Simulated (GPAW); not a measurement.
# A Ge chain with one atom pushed 0.7 Å aside at constant bond length: converging a transmission, part 3 of 3

Wanted: a convergence study of zero-bias transport through a Ge chain with one atom pushed 0.7 Å aside at constant bond length, with run times.

GPAW 26.7.0; GPAW LCAO, PAW setups; Landauer transmission from Green's functions with principal layers (ASE), zero bias.

So far, transmission at the Fermi level (one spin): step 2 (base settings) 2.89; step 9 (7 atoms, SCF mesh 1×1×5) 2.89; step 10 (9 atoms, SCF mesh 1×1×4) 2.88; step 12 (19 atoms, SCF mesh 1×1×2) 2.89; step 14 (smearing 0.01 eV) 2.91.

## (15) Varying the smearing: width = 0.03

run.py

```python
import json
import numpy as np
from ase import Atoms
from ase.transport.calculators import TransportCalculator
from gpaw import GPAW, FermiDirac
from gpaw.lcao.tools import get_lcao_hamiltonian
from scipy.linalg import eigh

# The junction with lead layers at both ends, along the third cell vector
device = Atoms(
    ['Ge', 'Ge', 'Ge', 'Ge', 'Ge', 'Ge', 'Ge', 'Ge', 'Ge', 'Ge', 'Ge'],
    positions=[
        [4.50000, 4.50000, 1.17500],
        [4.50000, 4.50000, 3.52500],
        [4.50000, 4.50000, 5.87500],
        [4.50000, 4.50000, 8.22500],
        [4.50000, 4.50000, 10.57500],
        [5.20000, 4.50000, 12.81832],
        [4.50000, 4.50000, 15.06165],
        [4.50000, 4.50000, 17.41165],
        [4.50000, 4.50000, 19.76165],
        [4.50000, 4.50000, 22.11165],
        [4.50000, 4.50000, 24.46165]],
    cell=[[9.0, 0.0, 0.0], [0.0, 9.0, 0.0], [0.0, 0.0, 25.63665]],
    pbc=True)

# One principal layer of the lead: the first 3 atoms of the device
lead = Atoms(
    ['Ge', 'Ge', 'Ge'],
    positions=[
        [4.50000, 4.50000, 1.17500],
        [4.50000, 4.50000, 3.52500],
        [4.50000, 4.50000, 5.87500]],
    cell=[[9.0, 0.0, 0.0], [0.0, 9.0, 0.0], [0.0, 0.0, 7.05]],
    pbc=True)

settings = dict(mode='lcao', basis='dzp', xc='LDA', h=0.2,
                occupations=FermiDirac(0.03), maxiter=250,
                mixer=dict(beta=0.1, nmaxold=8, weight=100.0),
                convergence=dict(density=0.0001))
energies = np.arange(-2, 2 + 1e-9, 0.05)
eta = 0.0001
n1, n2 = 1, 1
# k and -k transmit alike, so half of the mesh across the current serves
mesh = [(i, j) for i in range(n1) for j in range(n2) if (i, j) <= (-i % n1, -j % n2)]
weights = np.array([1 if (i, j) == (-i % n1, -j % n2) else 2 for i, j in mesh]) / (n1 * n2)

# [... helper functions left out ...]
fermi_lead = ground_state(lead, (1, 1, 16), 'lead.txt')
fermi_device = ground_state(device, (1, 1, 3), 'device.txt')
# [... loop over the mesh left out, but for ...]
        # Shift the lead onto the potential of the device's first layer
        shift = ((H[:, 0, 0] - H0[:, 0, 0]) / S0[0, 0]).real.mean()
# [...]
kT = 8.617333e-5 * 500
bias = [0.1, 0.2, 0.5, 1.0, 1.5, 2.0]
# [... integrals and printing left out ...]
```

Run with:

```sh
> OMP_NUM_THREADS=1 OPENBLAS_NUM_THREADS=2 python run.py
```

The job ended after 42 s (2 threads of Arm Neoverse N1, shared host; peak memory 0.82 GiB).

Numbers from this step:

* conductance: 2.905 G₀
* largest misfit of the first principal layer: 0.01961 eV
* shift that aligns the lead: -0.08017 eV
* transmission at the Fermi level (one spin): 2.906

One spin. The transmission, zone mean by energy, zero at the Fermi level:

```tsv
energy (eV)	transmission, zone mean
-2.000	0.898
-1.800	0.854
-1.600	0.776
-1.400	0.616
-1.200	0.208
-1.000	2.41
-0.800	2.66
-0.600	2.77
-0.400	2.84
-0.200	2.88
0.000	2.91
0.200	2.92
0.400	2.93
0.600	2.95
0.800	2.95
1.000	2.96
1.200	2.96
1.400	2.96
1.600	2.96
1.800	2.96
2.000	2.95
```

Not self-consistent under bias; the bias window is split evenly. Table of current through one cell, from the zero-bias transmission by bias:

```tsv
bias (V)	current through one cell, from the zero-bias transmission (μA)
0.100	22.5
0.200	45.0
0.500	112
1.000	224
1.500	335
2.000	441
```

The conductance, 2.90 G₀, lies 0.5 % above that of the base run.

## (16) Smearing: width = 0.2

Edit run.py of step 15 so:

```diff
@@ -37,3 +37,3 @@
 settings = dict(mode='lcao', basis='dzp', xc='LDA', h=0.2,
-                occupations=FermiDirac(0.03), maxiter=250,
+                occupations=FermiDirac(0.2), maxiter=250,
                 mixer=dict(beta=0.1, nmaxold=8, weight=100.0),
```

It took 38 s on 2 threads; peak memory 0.82 GiB.

The conductance equals that of the base run to 0.2 %.

## (17) Varying the smearing: width = 0.4

Edit run.py of step 16 so:

```diff
@@ -37,3 +37,3 @@
 settings = dict(mode='lcao', basis='dzp', xc='LDA', h=0.2,
-                occupations=FermiDirac(0.2), maxiter=250,
+                occupations=FermiDirac(0.4), maxiter=250,
                 mixer=dict(beta=0.1, nmaxold=8, weight=100.0),
```

Wall time 38 s (2 threads); peak memory 0.82 GiB.

The conductance equals that of the base run to 0.2 %.

## (18) Convergence in the smearing

This step: convergence of the conductance (GPAW 26.7.0).

Conductance against smearing:

```tsv
smearing (eV)	conductance (G₀)
0.010	2.91
0.030	2.90
0.100	2.89
0.200	2.89
0.400	2.89
```

## (19) Periods in a principal layer

A principal layer must be long enough that orbitals couple only to the neighbouring layers.

This step: GPAW LCAO, PAW setups; Landauer transmission from Green's functions with principal layers (ASE), zero bias (GPAW 26.7.0).

Edit run.py of step 17 so:

```diff
@@ -26,10 +26,8 @@
 
-# One principal layer of the lead: the first 3 atoms of the device
+# One principal layer of the lead: the first 1 atoms of the device
 lead = Atoms(
-    ['Ge', 'Ge', 'Ge'],
+    ['Ge'],
     positions=[
-        [4.50000, 4.50000, 1.17500],
-        [4.50000, 4.50000, 3.52500],
-        [4.50000, 4.50000, 5.87500]],
-    cell=[[9.0, 0.0, 0.0], [0.0, 9.0, 0.0], [0.0, 0.0, 7.05]],
+        [4.50000, 4.50000, 1.17500]],
+    cell=[[9.0, 0.0, 0.0], [0.0, 9.0, 0.0], [0.0, 0.0, 2.35]],
     pbc=True)
@@ -37,3 +35,3 @@
 settings = dict(mode='lcao', basis='dzp', xc='LDA', h=0.2,
-                occupations=FermiDirac(0.4), maxiter=250,
+                occupations=FermiDirac(0.1), maxiter=250,
                 mixer=dict(beta=0.1, nmaxold=8, weight=100.0),
@@ -48,3 +46,3 @@
 # [... helper functions left out ...]
-fermi_lead = ground_state(lead, (1, 1, 16), 'lead.txt')
+fermi_lead = ground_state(lead, (1, 1, 47), 'lead.txt')
 fermi_device = ground_state(device, (1, 1, 3), 'device.txt')
```

Run time: 35 s. Hardware: 2 threads; peak memory 0.78 GiB.

The run ended with an error.

The program's message: “LinAlgError: The leading minor of order 11 of B is not positive definite. The factorization of B could not be completed and no eigenvalues or eigenvectors were computed.”

## (20) Varying the periods in a principal layer

Edit run.py of step 19 so:

```diff
@@ -26,8 +26,9 @@
 
-# One principal layer of the lead: the first 1 atoms of the device
+# One principal layer of the lead: the first 2 atoms of the device
 lead = Atoms(
-    ['Ge'],
+    ['Ge', 'Ge'],
     positions=[
-        [4.50000, 4.50000, 1.17500]],
-    cell=[[9.0, 0.0, 0.0], [0.0, 9.0, 0.0], [0.0, 0.0, 2.35]],
+        [4.50000, 4.50000, 1.17500],
+        [4.50000, 4.50000, 3.52500]],
+    cell=[[9.0, 0.0, 0.0], [0.0, 9.0, 0.0], [0.0, 0.0, 4.7]],
     pbc=True)
@@ -46,3 +47,3 @@
 # [... helper functions left out ...]
-fermi_lead = ground_state(lead, (1, 1, 47), 'lead.txt')
+fermi_lead = ground_state(lead, (1, 1, 24), 'lead.txt')
 fermi_device = ground_state(device, (1, 1, 3), 'device.txt')
```

Elapsed: 37 s, on 2 threads; peak memory 0.8 GiB.

This step gave:

```
conductance                                    : 2.891 G₀
largest coupling past the next principal layer : 0.01756 eV
largest misfit of the first principal layer    : 0.007173 eV
shift that aligns the lead                     : -0.01458 eV
basis functions of a principal layer           : 26
transmission at the Fermi level (one spin)     : 2.892
```

One spin. Table of transmission, zone mean by energy, zero at the Fermi level:

energy (eV), transmission, zone mean and a bar:
```
    -2.00       0.91 #######
    -1.85       0.88 #######
    -1.70       0.84 #######
    -1.60       0.81 ######
    -1.45       0.72 #####
    -1.30       0.57 ####
    -1.15       0.24 
    -1.05       2.02 ####################
    -0.90       2.48 #########################
    -0.75       2.65 ###########################
    -0.60       2.74 ############################
    -0.50       2.78 ############################
    -0.35       2.83 #############################
    -0.20       2.86 #############################
    -0.05       2.89 #############################
     0.00       2.89 #############################
     0.05       2.90 #############################
     0.20       2.91 #############################
     0.35       2.92 ##############################
     0.50       2.94 ##############################
     0.60       2.94 ##############################
     0.75       2.95 ##############################
     0.90       2.96 ##############################
     1.05       2.96 ##############################
     1.15       2.96 ##############################
     1.30       2.97 ##############################
     1.45       2.97 ##############################
     1.60       2.96 ##############################
     1.70       2.96 ##############################
     1.85       2.96 ##############################
     2.00       2.95 ##############################
```

Not self-consistent under bias; the bias window is split evenly. Current through one cell, from the zero-bias transmission against bias:

```tsv
bias (V)	current through one cell, from the zero-bias transmission (μA)
0.100	22.4
0.200	44.8
0.500	112
1.000	223
1.500	333
2.000	437
```

The conductance equals that of the base run to 0.2 %. Couplings past the next layer reach 0.018 eV, too large to drop without error; the matrix elements of the cell's first layer differ from the bulk lead's by up to 0.0072 eV. That layer keeps its own values in the calculation, and only beyond it is the lead taken as perfect.

## (21) Varying the periods in a principal layer

Edit run.py of step 20 so:

```diff
@@ -26,9 +26,11 @@
 
-# One principal layer of the lead: the first 2 atoms of the device
+# One principal layer of the lead: the first 4 atoms of the device
 lead = Atoms(
-    ['Ge', 'Ge'],
+    ['Ge', 'Ge', 'Ge', 'Ge'],
     positions=[
         [4.50000, 4.50000, 1.17500],
-        [4.50000, 4.50000, 3.52500]],
-    cell=[[9.0, 0.0, 0.0], [0.0, 9.0, 0.0], [0.0, 0.0, 4.7]],
+        [4.50000, 4.50000, 3.52500],
+        [4.50000, 4.50000, 5.87500],
+        [4.50000, 4.50000, 8.22500]],
+    cell=[[9.0, 0.0, 0.0], [0.0, 9.0, 0.0], [0.0, 0.0, 9.4]],
     pbc=True)
@@ -47,3 +49,3 @@
 # [... helper functions left out ...]
-fermi_lead = ground_state(lead, (1, 1, 24), 'lead.txt')
+fermi_lead = ground_state(lead, (1, 1, 12), 'lead.txt')
 fermi_device = ground_state(device, (1, 1, 3), 'device.txt')
```

Wall time 41 s (2 threads); peak memory 0.84 GiB.

One spin. Transmission, zone mean against energy, zero at the Fermi level:

```tsv
energy (eV)	transmission, zone mean
-2.00	0.907
-1.90	0.891
-1.80	0.870
-1.70	0.843
-1.55	0.784
-1.45	0.722
-1.35	0.631
-1.25	0.486
-1.15	0.238
-1.05	2.02
-0.90	2.48
-0.80	2.61
-0.70	2.69
-0.60	2.74
-0.50	2.78
-0.40	2.82
-0.25	2.85
-0.15	2.87
-0.05	2.89
0.00	2.89
0.05	2.90
0.15	2.91
0.25	2.92
0.40	2.93
0.50	2.94
0.60	2.94
0.70	2.95
0.80	2.95
0.90	2.96
1.05	2.96
1.15	2.96
1.25	2.96
1.35	2.97
1.45	2.97
1.55	2.96
1.70	2.96
1.80	2.96
1.90	2.96
2.00	2.95
```

The conductance equals that of the base run to 0.2 %. Couplings past the next layer reach 2.0e-15 eV, small enough to drop; the matrix elements of the cell's first layer differ from the bulk lead's by up to 0.012 eV. That layer keeps its own values in the calculation, and only beyond it is the lead taken as perfect.

## (22) Convergence in the periods in a principal layer

This step: convergence of the conductance (GPAW 26.7.0).

The conductance stays at 2.89 G₀ for periods in a principal layer from 2 to 4.

## (23) Summary of results

```
conductance at the base settings                                           : 2.89 G₀
range over the width of the vacuum box (5 to 13 Å)                         : 2.87 to 2.89 G₀
range over the lead periods between scatterer and principal layer (0 to 6) : 2.88 to 2.89 G₀
range over the smearing (0.01 to 0.4 eV)                                   : 2.89 to 2.91 G₀
range over the periods in a principal layer (2 to 4)                       : 2.89 to 2.89 G₀
```

**Reading.** At the base settings the conductance, averaged at 500 K, is 2.89 G₀. In the width of the vacuum box, no value tried moves the conductance by 3 %. In the lead periods between scatterer and principal layer, no value tried moves the conductance by 3 %. The smearing of the SCF moves the conductance between 2.89 and 2.91 G₀; a narrow width also needs more k-points. In the periods in a principal layer, no value tried moves the conductance by 3 %. Over the ranges tried, the smearing moves it most, counted as a ratio. The geometry was built from estimated bond lengths and not relaxed, so the numbers describe this model structure. An evenly spaced straight chain is an idealisation: free chains tend to dimerise, zigzag or, where a band edge lies near the Fermi level, turn magnetic. The currents use the zero-bias T(E) throughout, which holds only while the bias is small against the distance to the nearest feature.

[Logs are printed without paths, hosts, clocks, repeated set-up lines and the standing remarks that a program may print on its own settings, such as how far it seeks lower states.]

[Hosts, paths, dates, database ids (printed as entryN), source tags and the programs' standing remarks are cut or masked in the printed files.]
